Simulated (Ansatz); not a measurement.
# Meshes and cutoff for the phonons of AlPt3N (built on the sites of a database entry of InNi3N), part 2 of 2

Wanted: convergence of the phonons of AlPt3N (built on the sites of a database entry of InNi3N) against cost.

Ansatz 0.2.0; DFT LDA, scalar-relativistic, plane waves, PAW.

So far, highest frequency on the path or at a solved wavevector (cm⁻¹): step 3 (phonons on a q mesh) 587; step 5 (k-mesh 9×9×9, q mesh 3×3×3) 590; step 10 (k-mesh 12×12×12, q mesh 2×2×2) 588; step 15 (cutoff 360 eV, q mesh 2×2×2) 587. The relaxed cell has a = 4.107 Å (conventional setting).

The structure was built from a prototype and need not be the compound's stable phase.

## (17) Cost and result by level

Times are for 8 threads of Intel Xeon Platinum 8259CL at 2.50GHz (Skylake/Cascade Lake), shared host. The runs compared:

```
no.         run  lowest frequency on the path (cm⁻¹)  zero point energy (eV/cell)  share of modes left out  highest frequency on the path or at a solved wavevector (cm⁻¹)  highest optical mode at the zone centre (no LO-TO term) (cm⁻¹)     time  memory (GiB)
  1  dispersion                               -138.7                       0.1276                   0.3489                                                           586.8                                                           348.7  8.3 min           3.1
  2    q series                               -138.7                       0.1288                   0.3526                                                           586.8                                                           348.7  1.8 min           1.2
  3    q series                               -134.9                       0.1292                   0.3381                                                           589.6                                                           352.2  5.8 min           4.0
  4  cut series                               -139.8                       0.1283                   0.3533                                                           586.6                                                           346.9    2 min           1.1
  5  cut series                               -138.5                       0.1289                   0.3526                                                           587.4                                                           349.3  3.2 min           1.5
```

The phonon density of states has structure finer than the step of the table below, so its rows give means over 50 cm⁻¹, whole bins alone (the curve runs from -135 to 585 cm⁻¹). Peaks (cm⁻¹: height): dispersion -95.0: 0.0992, 75.0: 0.0814, 135.0: 0.0554, 175.0: 0.0335; q series (2) -85.0: 0.122, 85.0: 0.108, 135.0: 0.0642, 175.0: 0.0351; q series (3) -85.0: 0.113, 85.0: 0.0955, 135.0: 0.0549, 185.0: 0.0346; cut series (4) -85.0: 0.121, 85.0: 0.107, 135.0: 0.0630, 175.0: 0.0349; cut series (5) -85.0: 0.121, 85.0: 0.108, 135.0: 0.0645, 175.0: 0.0352.

The runs together. Table of phonon density of states by wavenumber; means over each step; values in 1/cm⁻¹/cell:

```
wavenumber (cm⁻¹)  dispersion  q series (2)  q series (3)  cut series (4)  cut series (5)
             -100      0.0580        0.0618        0.0583          0.0622          0.0617
              -50      0.0385        0.0364        0.0350          0.0363          0.0366
                0      0.0126        0.0115        0.0131          0.0115          0.0116
               50      0.0382        0.0326        0.0364          0.0336          0.0324
              100      0.0564        0.0616        0.0625          0.0606          0.0617
              150      0.0242        0.0274        0.0215          0.0273          0.0275
              200      0.0108       0.00786        0.0119         0.00766         0.00790
              250           0             0             0               0               0
              300           0             0             0               0               0
              350     0.00598       0.00544       0.00534         0.00611         0.00520
              400      0.0172        0.0151        0.0155          0.0147          0.0152
              450     0.00945       0.00970       0.00991         0.00960         0.00973
              500     0.00931        0.0103        0.0108          0.0102          0.0103
              550      0.0164        0.0180        0.0171          0.0180          0.0180
```

The runs together, line Al. Table of partial phonon density of states, Al by wavenumber; read off at these points; values in 1/cm⁻¹/cell:

```
wavenumber (cm⁻¹)  dispersion  q series (2)  q series (3)  cut series (4)  cut series (5)
           -125.0     0.00142       0.00103       0.00161         0.00114         0.00101
           -100.0     0.00134       0.00118       0.00167         0.00124         0.00120
            -75.0     0.00299       0.00339       0.00315         0.00353         0.00338
            -50.0     0.00236       0.00146       0.00188         0.00151         0.00146
            -25.0      9.7e-4        4.9e-4       0.00131          4.7e-4          4.8e-4
              0.0      3.3e-4        3.0e-5        1.7e-4          3.1e-5          3.1e-5
             25.0      8.0e-4        8.9e-4       0.00128          9.4e-4          8.9e-4
             50.0     0.00910       0.00327       0.00943         0.00436         0.00322
             75.0      0.0404        0.0398        0.0409          0.0430          0.0394
             80.7      0.0473        0.0568        0.0461          0.0594          0.0567
             85.5      0.0457        0.0679        0.0440          0.0676          0.0676
             90.3      0.0431        0.0687        0.0411          0.0660          0.0687
            100.0      0.0362        0.0465        0.0358          0.0439          0.0470
            125.0      0.0172       0.00759        0.0176         0.00777         0.00773
            150.0     0.00513       0.00422       0.00151         0.00392         0.00429
            175.0     0.00524       0.00328       0.00494         0.00304         0.00323
            200.0      3.4e-5        1.1e-5        5.4e-5          9.7e-6          1.3e-5
            225.0           0             0             0               0               0
            250.0           0             0             0               0               0
            275.0           0             0             0               0               0
            300.0           0             0             0               0               0
            325.0           0             0             0               0               0
            350.0      2.7e-5        2.7e-5        1.8e-5          3.5e-5          2.6e-5
            375.0      8.3e-5        8.4e-5        9.9e-5          8.2e-5          8.5e-5
            400.0      1.1e-4        5.5e-5        4.2e-5          6.7e-5          5.2e-5
            425.0           0        2.9e-5        1.2e-5          2.7e-5          3.4e-5
            450.0      9.5e-5        3.9e-5        5.3e-5          5.8e-5          3.5e-5
            475.0           0        1.0e-5        6.3e-6          9.1e-6          1.4e-5
            500.0      8.6e-5        5.4e-5        7.5e-5          7.0e-5          4.8e-5
            525.0      1.0e-5        1.3e-6        1.1e-5          7.6e-7          4.6e-6
            550.0      6.6e-5        1.3e-4        9.1e-5          1.3e-4          1.3e-4
            575.0      6.9e-5        6.9e-5        3.5e-5          6.7e-5          7.4e-5
            600.0           0             0             0               0               0
```

## (18) Summary of results

```
highest optical mode at the zone centre (no LO-TO term), k-mesh 2×2×2    : 199 cm⁻¹
highest optical mode at the zone centre (no LO-TO term), k-mesh 4×4×4    : 336 cm⁻¹
highest optical mode at the zone centre (no LO-TO term), k-mesh 6×6×6    : 368 cm⁻¹
highest optical mode at the zone centre (no LO-TO term), k-mesh 8×8×8    : 349 cm⁻¹
highest optical mode at the zone centre (no LO-TO term), k-mesh 12×12×12 : 346 cm⁻¹
highest optical mode at the zone centre (no LO-TO term), cutoff 170 eV   : 769 cm⁻¹
highest optical mode at the zone centre (no LO-TO term), cutoff 230 eV   : 424 cm⁻¹
highest optical mode at the zone centre (no LO-TO term), cutoff 290 eV   : 315 cm⁻¹
highest optical mode at the zone centre (no LO-TO term), cutoff 360 eV   : 347 cm⁻¹
highest optical mode at the zone centre (no LO-TO term), cutoff 550 eV   : 349 cm⁻¹
```

In words: The base run has imaginary modes (down to 139i cm⁻¹), and the series also tests whether they stay. Over the whole q mesh series, coarse runs included, the lowest frequency on the path runs from -138.7 to -134.9 cm⁻¹; the two finest runs still differ by up to 3.8 cm⁻¹, so convergence is not shown. The k mesh changes along this series too, so part of the change is its. Over the whole k mesh series, coarse runs included, the lowest mode on the q mesh (acoustic modes at Γ apart) runs from -299.9 to -120.4 cm⁻¹; the two finest runs still differ by up to 10.8 cm⁻¹ in a solved mode, so convergence is not shown. Over the whole cutoff series, coarse runs included, the lowest mode on the q mesh (acoustic modes at Γ apart) runs from -244.5 to -90.1 cm⁻¹; from 360 eV on all solved modes stay within 2.8 cm⁻¹ of the finest run (550 eV), against a tolerance of 5.9. All runs share the cell relaxed at the base settings, which is not exactly at rest under another k mesh or cutoff. With no gap, or one that is small against the smearing, the frequencies hang on the k mesh and the smearing, most of all near Kohn anomalies. Spin-orbit coupling is left out, which can matter for the heavy elements here. The starting cell was built on a prototype and not taken from a measurement, so the phase need not exist. These are harmonic frequencies at zero temperature: anharmonic shifts, linewidths and thermal expansion are left out.

[Logs are printed without paths, hosts, clocks, repeated set-up lines and the standing remarks that a program may print on its own settings, such as how far it seeks lower states.]

[Hosts, paths, dates, database ids (printed as entryN), source tags and the programs' standing remarks are cut or masked in the printed files.]
